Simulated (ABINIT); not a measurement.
# BaTiO3 (P4mm): G0W0 with ABINIT, start to end, part 2 of 3

Wanted: ground state, empty states, screening and self-energy for BaTiO3 (P4mm).

ABINIT 10.8.3; PBE and many-body steps on it, plane waves. Known limits of the many-body steps: not at the basis limit; no spin-orbit coupling; coarse k mesh.

So far. Step 2 (Ground state): The gap is indirect, with the least direct gap 0.37 eV higher.

## 3. Bands along the symmetry lines

Level of this step: DFT, PBE, plane waves, norm-conserving pseudopotentials (ABINIT).

The cheap functional maps the bands first; the places of the edges decide which points the dearer methods must see.

File run.abi:

```
acell 3*1.0 Angstrom
rprim 
  3.990480000000 0.000000000000 0.000000000000
  0.000000000000 3.990480000000 0.000000000000
  0.000000000000 0.000000000000 4.023030000000
ntypat 3
znucl 56 22 8
natom 5
typat 1 2 3 3 3
xred 
  0.000000000000 0.000000000000 0.000000000000
  0.500000000000 0.500000000000 0.522000000000
  0.500000000000 0.500000000000 0.979000000000
  0.500000000000 0.000000000000 0.488000000000
  0.000000000000 0.500000000000 0.488000000000
pp_dirpath "pseudos"
pseudos "Ba.upf, Ti.upf, O.upf"
ecut 38
iscf -2
irdden 1
kptopt 0
nkpt 75
kpt 
  0.00000000 0.00000000 0.00000000
  0.00000000 0.06250000 0.00000000
  0.00000000 0.12500000 0.00000000
  0.00000000 0.18750000 0.00000000
  0.00000000 0.25000000 0.00000000
  0.00000000 0.31250000 0.00000000
  0.00000000 0.37500000 0.00000000
  0.00000000 0.43750000 0.00000000
  0.00000000 0.50000000 0.00000000
  0.06250000 0.50000000 0.00000000
  0.12500000 0.50000000 0.00000000
  0.18750000 0.50000000 0.00000000
  0.25000000 0.50000000 0.00000000
  0.31250000 0.50000000 0.00000000
  0.37500000 0.50000000 0.00000000
  0.43750000 0.50000000 0.00000000
  0.50000000 0.50000000 0.00000000
  0.43750000 0.43750000 0.00000000
  0.37500000 0.37500000 0.00000000
  0.31250000 0.31250000 0.00000000
  0.25000000 0.25000000 0.00000000
  0.18750000 0.18750000 0.00000000
  0.12500000 0.12500000 0.00000000
  0.06250000 0.06250000 0.00000000
  0.00000000 0.00000000 0.00000000
  0.00000000 0.00000000 0.06250000
  0.00000000 0.00000000 0.12500000
  0.00000000 0.00000000 0.18750000
  0.00000000 0.00000000 0.25000000
  0.00000000 0.00000000 0.31250000
  0.00000000 0.00000000 0.37500000
  0.00000000 0.00000000 0.43750000
  0.00000000 0.00000000 0.50000000
  0.00000000 0.06250000 0.50000000
  0.00000000 0.12500000 0.50000000
  0.00000000 0.18750000 0.50000000
  0.00000000 0.25000000 0.50000000
  0.00000000 0.31250000 0.50000000
  0.00000000 0.37500000 0.50000000
  0.00000000 0.43750000 0.50000000
  0.00000000 0.50000000 0.50000000
  0.06250000 0.50000000 0.50000000
  0.12500000 0.50000000 0.50000000
  0.18750000 0.50000000 0.50000000
  0.25000000 0.50000000 0.50000000
  0.31250000 0.50000000 0.50000000
  0.37500000 0.50000000 0.50000000
  0.43750000 0.50000000 0.50000000
  0.50000000 0.50000000 0.50000000
  0.43750000 0.43750000 0.50000000
  0.37500000 0.37500000 0.50000000
  0.31250000 0.31250000 0.50000000
  0.25000000 0.25000000 0.50000000
  0.18750000 0.18750000 0.50000000
  0.12500000 0.12500000 0.50000000
  0.06250000 0.06250000 0.50000000
  0.00000000 0.00000000 0.50000000
  0.00000000 0.50000000 0.00000000
  0.00000000 0.50000000 0.06250000
  0.00000000 0.50000000 0.12500000
  0.00000000 0.50000000 0.18750000
  0.00000000 0.50000000 0.25000000
  0.00000000 0.50000000 0.31250000
  0.00000000 0.50000000 0.37500000
  0.00000000 0.50000000 0.43750000
  0.00000000 0.50000000 0.50000000
  0.50000000 0.50000000 0.00000000
  0.50000000 0.50000000 0.06250000
  0.50000000 0.50000000 0.12500000
  0.50000000 0.50000000 0.18750000
  0.50000000 0.50000000 0.25000000
  0.50000000 0.50000000 0.31250000
  0.50000000 0.50000000 0.37500000
  0.50000000 0.50000000 0.43750000
  0.50000000 0.50000000 0.50000000
istwfk *1
nband 27
nbdbuf 2
tolwfr 1e-08
nstep 40
prtwf 0
prtvol 0
indata_prefix "in"
outdata_prefix "out"
tmpdata_prefix "tmp"
```

The run is started by

```bash
$ OMP_NUM_THREADS=1 mpirun -n 4 abinit run.abi > log
```

Numbers of over 12 decimals in the logs are rounded to 6 here.

Log:

```text
.Version 10.8.3 of ABINIT. v10.8.2 released Aug 2026.

 Symmetries : space group P4 m m (# 99); Bravais tP (primitive tetrag.)
[... echo of the input left out ...]
== DATASET  1 ==================================================================
-   mpi_nproc: 4, omp_nthreads: 1 (-1 if OMP is not activated)

--- !DatasetInfo
iteration_state: {dtset: 1, }
dimensions: {natom: 5, nkpt: 75, mband: 27, nsppol: 1, nspinor: 1, nspden: 1, mpw: 4869, }
cutoff_energies: {ecut:  38.0, pawecutdg:  -1.0, }
electrons: {nelect:   4.00000000E+01, charge:   0.00000000E+00, occopt:   1.00000000E+00, tsmear:   1.00000000E-02, }

 Real(R)+Recip(G) space primitive vectors, cartesian coordinates (Bohr,Bohr^-1):
 R(1)=  7.5409143  0.0000000  0.0000000  G(1)=  0.1326099  0.0000000  0.0000000
 R(2)=  0.0000000  7.5409143  0.0000000  G(2)=  0.0000000  0.1326099  0.0000000
 R(3)=  0.0000000  0.0000000  7.6024249  G(3)=  0.0000000  0.0000000  0.1315370
 Unit cell volume ucvol=  4.3231485E+02 bohr^3
 Angles (23,13,12)=  9.00000000E+01  9.00000000E+01  9.00000000E+01 degrees

 getcut: wavevector=  0.0000  0.0000  0.0000  ngfft=  45  45  45
         ecut(hartree)=     38.000   => boxcut(ratio)=   2.08566

--- Pseudopotential description ------------------------------------------------
- Ba Generated using ONCVPSP code by D. R. Hamann
- 56.00000  10.00000  171031                  znucl, zion, pspdat
12 -101130 2 -1 1958                          pspcod,pspxc,lmax,lloc,mmax
     nproj     2     2     2
  pspatm : epsatm=   26.75150155
         --- l  ekb(1:nproj) -->
             0    6.667868    0.674319
             1    5.008801    0.408242
             2    2.532546    0.415477
 pspatm: atomic psp has been read  and splines computed

- Ti Generated using ONCVPSP code by D. R. Hamann
- 22.00000  12.00000  171031                  znucl, zion, pspdat
12 -101130 2 -1 1586                          pspcod,pspxc,lmax,lloc,mmax
     nproj     2     2     2
  pspatm : epsatm=   14.68144553
         --- l  ekb(1:nproj) -->
[...]
pspatm: atomic psp has been read  and splines computed

- O Generated using ONCVPSP code by D. R. Hamann
-  8.00000   6.00000  171031                  znucl, zion, pspdat
12 -101130 2 -1 936                           pspcod,pspxc,lmax,lloc,mmax
     nproj     2     2     1
  pspatm : epsatm=    6.19545534
         --- l  ekb(1:nproj) -->
[...]
2   -1.331955
 pspatm: atomic psp has been read  and splines computed

--------------------------------------------------------------------------------

================================================================================
 prteigrs : about to open file out_EIG
 Non-SCF case, kpt    1 (  0.00000  0.00000  0.00000), residuals and eigenvalues=
  8.68E-09  4.80E-09  1.77E-09  7.19E-09  5.64E-09  3.86E-09  6.74E-09  4.55E-09
[...]
Non-SCF case, kpt   74 (  0.50000  0.50000  0.43750), residuals and eigenvalues=
[...]
Non-SCF case, kpt   75 (  0.50000  0.50000  0.50000), residuals and eigenvalues=
[...]
1.0454E-01  1.0742E-01  1.5512E-01  1.5512E-01  1.5788E-01  2.4041E-01
  2.4041E-01  2.4688E-01  4.0297E-01  4.0341E-01  4.0341E-01  4.8473E-01
[...]
--- !ResultsGS
iteration_state: {dtset: 1, }
comment   : Summary of ground state results
lattice_vectors:
- [  7.5409143,   0.0000000,   0.0000000, ]
- [  0.0000000,   7.5409143,   0.0000000, ]
- [  0.0000000,   0.0000000,   7.6024249, ]
lattice_lengths: [   7.54091,    7.54091,    7.60242, ]
lattice_angles: [ 90.000,  90.000,  90.000, ] # degrees, (23, 13, 12)
lattice_volume:   4.3231485E+02
convergence: {deltae:  0.000E+00, res2:  0.000E+00, residm:  1.000E-08, diffor:  0.000E+00, }
etotal    :  -1.37385857E+02
entropy   :   0.00000000E+00
fermie    :   2.46877495E-01
cartesian_stress_tensor: null
pressure_GPa: null
xred      :
- [  0.0000E+00,   0.0000E+00,   0.0000E+00, Ba]
- [  5.0000E-01,   5.0000E-01,   5.2200E-01, Ti]
- [  5.0000E-01,   5.0000E-01,   9.7900E-01,  O]
- [  5.0000E-01,   0.0000E+00,   4.8800E-01,  O]
- [  0.0000E+00,   5.0000E-01,   4.8800E-01,  O]
cartesian_forces: null
force_length_stats: {min: null, max: null, mean: null, }

 Integrated electronic density in atomic spheres:
 ------------------------------------------------
 Atom  Sphere_radius  Integrated_density
[...]
================================================================================

 ----iterations are completed or convergence reached----

 Mean square residual over all n,k,spin=   58.867E-10; max=  99.996E-10
 reduced coordinates (array xred) for    5 atoms
[...]
cartesian coordinates (angstrom) at end:
    1      0.000000     0.000000     0.000000
    2      1.995240     1.995240     2.100022
    3      1.995240     1.995240     3.938546
    4      1.995240     0.000000     1.963239
    5      0.000000     1.995240     1.963239
 length scales=  1.889726125908  1.889726125908  1.889726125908 bohr
              =  1.000000000000  1.000000000000  1.000000000000 angstroms
 prteigrs : about to open file out_EIG
 Eigenvalues (hartree) for nkpt=  75  k points:
 kpt#   1, nband= 27, wtk=  1.00000, kpt=  0.0000  0.0000  0.0000 (reduced coord)
[...]
kpt#   2, nband= 27, wtk=  1.00000, kpt=  0.0000  0.0625  0.0000 (reduced coord)
[...]
kpt#   3, nband= 27, wtk=  1.00000, kpt=  0.0000  0.1250  0.0000 (reduced coord)
[...]
kpt#  74, nband= 27, wtk=  1.00000, kpt=  0.5000  0.5000  0.4375 (reduced coord)
[...]
0.49782    0.49782    0.53308
 kpt#  75, nband= 27, wtk=  1.00000, kpt=  0.5000  0.5000  0.5000 (reduced coord)
[...]
-0.14873   -0.14873   -0.14648    0.08159    0.10454    0.10742    0.15512    0.15512
   0.15788    0.24041    0.24041    0.24688    0.40297    0.40341    0.40341    0.48473
   0.49427    0.49427    0.53290

== END DATASET(S) ==============================================================
================================================================================

 -outvars: echo values of variables after computation  --------
            nband          27
             nkpt          75
          spgroup          99
 [... the other variables as echoed above ...]

 Calculation completed.
```

Wall time 84 s (4 MPI ranks of Arm Neoverse V2, shared host); peak memory 0.41 GiB.

Numbers from this step:

| Property | Result |
| --- | --- |
| gap | 1.851 eV |
| k of the valence top | 0.5, 0.5, 0.5 |
| k of the conduction bottom | 0, 0, 0 |
| least direct gap | 2.222 eV |

The gap is 1.851 eV, as in the run before at this level.

Electronic bands along the path, in eV, zero at the top of the highest filled band:

```
    point  band 17  band 18  band 19  band 20  band 21  band 22  band 23  band 24
        Γ    -1.18    -0.45    -0.37    -0.37     1.85     2.22     2.22     4.12
  halfway    -1.52    -1.26    -0.81    -0.67     2.27     2.80     2.85     4.27
        X    -1.84    -1.67    -1.13    -0.97     2.34     3.57     3.64     4.24
  halfway    -1.68    -1.53    -1.12    -0.50     2.90     3.65     3.72     4.77
        M    -1.83    -1.08    -1.08    -0.07     3.66     3.66     4.02     4.77
  halfway    -1.95    -1.19    -0.93    -0.51     2.76     2.98     3.16     4.76
        Γ    -1.18    -0.45    -0.37    -0.37     1.85     2.22     2.22     4.12
  halfway    -1.61    -1.32    -0.55    -0.55     1.93     2.99     2.99     4.12
        Z    -1.96    -1.94    -0.71    -0.71     2.00     3.68     3.68     4.12
  halfway    -1.43    -1.30    -1.11    -0.67     2.87     3.69     3.72     4.79
        R    -1.75    -0.92    -0.89    -0.25     3.60     3.70     4.02     4.96
  halfway    -2.49    -0.62    -0.53    -0.21     3.89     3.91     4.14     6.26
        A    -2.42    -0.18    -0.18     0.00     4.25     4.26     4.26     6.47
  halfway    -2.17    -0.89    -0.72    -0.66     3.36     3.80     3.84     6.00
        Z    -1.96    -1.94    -0.71    -0.71     2.00     3.68     3.68     4.12
jump to X    -1.84    -1.67    -1.13    -0.97     2.34     3.57     3.64     4.24
  halfway    -1.48    -1.41    -1.22    -0.64     3.05     3.59     3.75     4.82
        R    -1.75    -0.92    -0.89    -0.25     3.60     3.70     4.02     4.96
jump to M    -1.83    -1.08    -1.08    -0.07     3.66     3.66     4.02     4.77
  halfway    -2.57    -0.72    -0.72    -0.04     3.94     3.94     4.13     6.07
        A    -2.42    -0.18    -0.18     0.00     4.25     4.26     4.26     6.47
```

## 4. Empty states on the mesh, 4×4×4 mesh, 85 bands

The sums over transitions need many empty states on a uniform mesh; this step solves for them.

File run.abi:

```
acell 3*1.0 Angstrom
rprim 
  3.990480000000 0.000000000000 0.000000000000
  0.000000000000 3.990480000000 0.000000000000
  0.000000000000 0.000000000000 4.023030000000
ntypat 3
znucl 56 22 8
natom 5
typat 1 2 3 3 3
xred 
  0.000000000000 0.000000000000 0.000000000000
  0.500000000000 0.500000000000 0.522000000000
  0.500000000000 0.500000000000 0.979000000000
  0.500000000000 0.000000000000 0.488000000000
  0.000000000000 0.500000000000 0.488000000000
pp_dirpath "pseudos"
pseudos "Ba.upf, Ti.upf, O.upf"
ecut 38
ngkpt 4 4 4
nshiftk 1
shiftk 0 0 0
kptopt 1
chksymbreak 0
iscf -2
irdden 1
istwfk *1
nband 85
nbdbuf 6
tolwfr 1e-09
nstep 60
prtvol 0
indata_prefix "in"
outdata_prefix "out"
tmpdata_prefix "tmp"
```

Log:

```text
.Version 10.8.3 of ABINIT. v10.8.2 released Aug 2026.

 Symmetries : space group P4 m m (# 99); Bravais tP (primitive tetrag.)
[... echo of the input left out ...]
== DATASET  1 ==================================================================
-   mpi_nproc: 4, omp_nthreads: 1 (-1 if OMP is not activated)

--- !DatasetInfo
iteration_state: {dtset: 1, }
dimensions: {natom: 5, nkpt: 18, mband: 85, nsppol: 1, nspinor: 1, nspden: 1, mpw: 4868, }
cutoff_energies: {ecut:  38.0, pawecutdg:  -1.0, }
electrons: {nelect:   4.00000000E+01, charge:   0.00000000E+00, occopt:   1.00000000E+00, tsmear:   1.00000000E-02, }

 Real(R)+Recip(G) space primitive vectors, cartesian coordinates (Bohr,Bohr^-1):
 R(1)=  7.5409143  0.0000000  0.0000000  G(1)=  0.1326099  0.0000000  0.0000000
 R(2)=  0.0000000  7.5409143  0.0000000  G(2)=  0.0000000  0.1326099  0.0000000
 R(3)=  0.0000000  0.0000000  7.6024249  G(3)=  0.0000000  0.0000000  0.1315370
 Unit cell volume ucvol=  4.3231485E+02 bohr^3
 Angles (23,13,12)=  9.00000000E+01  9.00000000E+01  9.00000000E+01 degrees

 getcut: wavevector=  0.0000  0.0000  0.0000  ngfft=  45  45  45
         ecut(hartree)=     38.000   => boxcut(ratio)=   2.08566

--- Pseudopotential description ------------------------------------------------
- Ba Generated using ONCVPSP code by D. R. Hamann
- 56.00000  10.00000  171031                  znucl, zion, pspdat
12 -101130 2 -1 1958                          pspcod,pspxc,lmax,lloc,mmax
     nproj     2     2     2
  pspatm : epsatm=   26.75150155
         --- l  ekb(1:nproj) -->
             0    6.667868    0.674319
             1    5.008801    0.408242
             2    2.532546    0.415477
 pspatm: atomic psp has been read  and splines computed

- Ti Generated using ONCVPSP code by D. R. Hamann
- 22.00000  12.00000  171031                  znucl, zion, pspdat
12 -101130 2 -1 1586                          pspcod,pspxc,lmax,lloc,mmax
     nproj     2     2     2
  pspatm : epsatm=   14.68144553
         --- l  ekb(1:nproj) -->
[...]
pspatm: atomic psp has been read  and splines computed

- O Generated using ONCVPSP code by D. R. Hamann
-  8.00000   6.00000  171031                  znucl, zion, pspdat
12 -101130 2 -1 936                           pspcod,pspxc,lmax,lloc,mmax
     nproj     2     2     1
  pspatm : epsatm=    6.19545534
         --- l  ekb(1:nproj) -->
[...]
2   -1.331955
 pspatm: atomic psp has been read  and splines computed

--------------------------------------------------------------------------------

================================================================================
 prteigrs : about to open file out_EIG
 Non-SCF case, kpt    1 (  0.00000  0.00000  0.00000), residuals and eigenvalues=
  5.57E-10  5.03E-10  4.36E-10  7.25E-10  4.88E-10  1.34E-10  5.71E-10  6.69E-10
  2.41E-10  5.61E-10  5.54E-10  1.58E-10  4.58E-10  9.60E-10  9.44E-10  7.59E-10
  1.90E-10  2.22E-10  1.97E-10  3.48E-10  2.07E-10  2.68E-10  4.99E-10  2.18E-10
[...]
1.43E-07  2.24E-08  1.99E-08  1.15E-07  2.54E-04
 -1.8290E+00 -9.5838E-01 -9.5571E-01 -9.5571E-01 -6.6700E-01 -3.7437E-01
 -3.5146E-01 -3.4702E-01 -1.2184E-01 -1.2184E-01 -1.2179E-01  1.5967E-01
  1.6067E-01  1.6067E-01  1.9522E-01  1.9522E-01  2.0348E-01  2.3045E-01
[...]
1.8368E+00  1.8368E+00  1.8590E+00  1.8590E+00  1.8822E+00  1.8832E+00
  1.8903E+00  1.8903E+00  1.9181E+00  1.9226E+00  1.9427E+00  1.9427E+00
  2.0412E+00
 prteigrs : prtvol=0 or 1, do not print more k-points.

--- !ResultsGS
iteration_state: {dtset: 1, }
comment   : Summary of ground state results
lattice_vectors:
- [  7.5409143,   0.0000000,   0.0000000, ]
- [  0.0000000,   7.5409143,   0.0000000, ]
- [  0.0000000,   0.0000000,   7.6024249, ]
lattice_lengths: [   7.54091,    7.54091,    7.60242, ]
lattice_angles: [ 90.000,  90.000,  90.000, ] # degrees, (23, 13, 12)
lattice_volume:   4.3231485E+02
convergence: {deltae:  0.000E+00, res2:  0.000E+00, residm:  9.995E-10, diffor:  0.000E+00, }
etotal    :  -1.37385857E+02
entropy   :   0.00000000E+00
fermie    :   2.46877495E-01
cartesian_stress_tensor: null
pressure_GPa: null
xred      :
- [  0.0000E+00,   0.0000E+00,   0.0000E+00, Ba]
- [  5.0000E-01,   5.0000E-01,   5.2200E-01, Ti]
- [  5.0000E-01,   5.0000E-01,   9.7900E-01,  O]
- [  5.0000E-01,   0.0000E+00,   4.8800E-01,  O]
- [  0.0000E+00,   5.0000E-01,   4.8800E-01,  O]
cartesian_forces: null
force_length_stats: {min: null, max: null, mean: null, }

 Integrated electronic density in atomic spheres:
 ------------------------------------------------
 Atom  Sphere_radius  Integrated_density
[...]
================================================================================

 ----iterations are completed or convergence reached----

 Mean square residual over all n,k,spin=   47.859E-11; max=  99.950E-11
 reduced coordinates (array xred) for    5 atoms
[...]
0.500000000000      0.000000000000      0.488000000000
       0.000000000000      0.500000000000      0.488000000000

 cartesian coordinates (angstrom) at end:
    1      0.000000     0.000000     0.000000
    2      1.995240     1.995240     2.100022
    3      1.995240     1.995240     3.938546
    4      1.995240     0.000000     1.963239
    5      0.000000     1.995240     1.963239
 length scales=  1.889726125908  1.889726125908  1.889726125908 bohr
              =  1.000000000000  1.000000000000  1.000000000000 angstroms
 prteigrs : about to open file out_EIG
 Eigenvalues (hartree) for nkpt=  18  k points:
 kpt#   1, nband= 85, wtk=  0.01563, kpt=  0.0000  0.0000  0.0000 (reduced coord)
[...]
1.59815    1.62078    1.64048    1.64124    1.64124    1.76859    1.81731    1.82792
   1.83685    1.83685    1.85902    1.85902    1.88221    1.88323    1.89032    1.89032
   1.91814    1.92260    1.94268    1.94268    2.04117
 prteigrs : prtvol=0 or 1, do not print more k-points.

== END DATASET(S) ==============================================================
================================================================================

 -outvars: echo values of variables after computation  --------
            nband          85
             nkpt          18
          spgroup          99
 [... the other variables as echoed above ...]

 Calculation completed.
```

The job ended after 52 s (4 MPI ranks; peak memory 0.39 GiB; 3.4 min of CPU time).

Numbers from this step:

```
gap                                                           : 1.851 eV
k of the valence top                                          : 0.5, 0.5, 0.5
k of the conduction bottom                                    : 0, 0, 0
least direct gap                                              : 2.222 eV
k points computed                                             : 18
lowest point of the top converged band, above the valence top : 44.60 eV
```

On this mesh the gap is 1.851 eV.

(Part 2 of 3 ends here.)

[Paths, hosts, dates, memory and timing lines, banners, echoed tables and standing remarks are left out of the program output.]

[Logs are printed without paths, hosts, clocks, repeated set-up lines and the standing remarks that a program may print on its own settings, such as how far it seeks lower states.]

[Runs of the session that timed out or met a known fault of the program may be left out.]

[Hosts, paths, dates, database ids (printed as entryN), source tags and the programs' standing remarks are cut or masked in the printed files.]

[G0W0 gaps are taken among the corrected bands and points alone; a level outside them can change the order at an edge.]

[Where Ansatz stands beside ABINIT at settings called matched, ABINIT's density can come from a denser mesh and the files from another edition; pairs whose starting gaps differed by over 0.03 eV were left out, so agreement reads better than it is.]
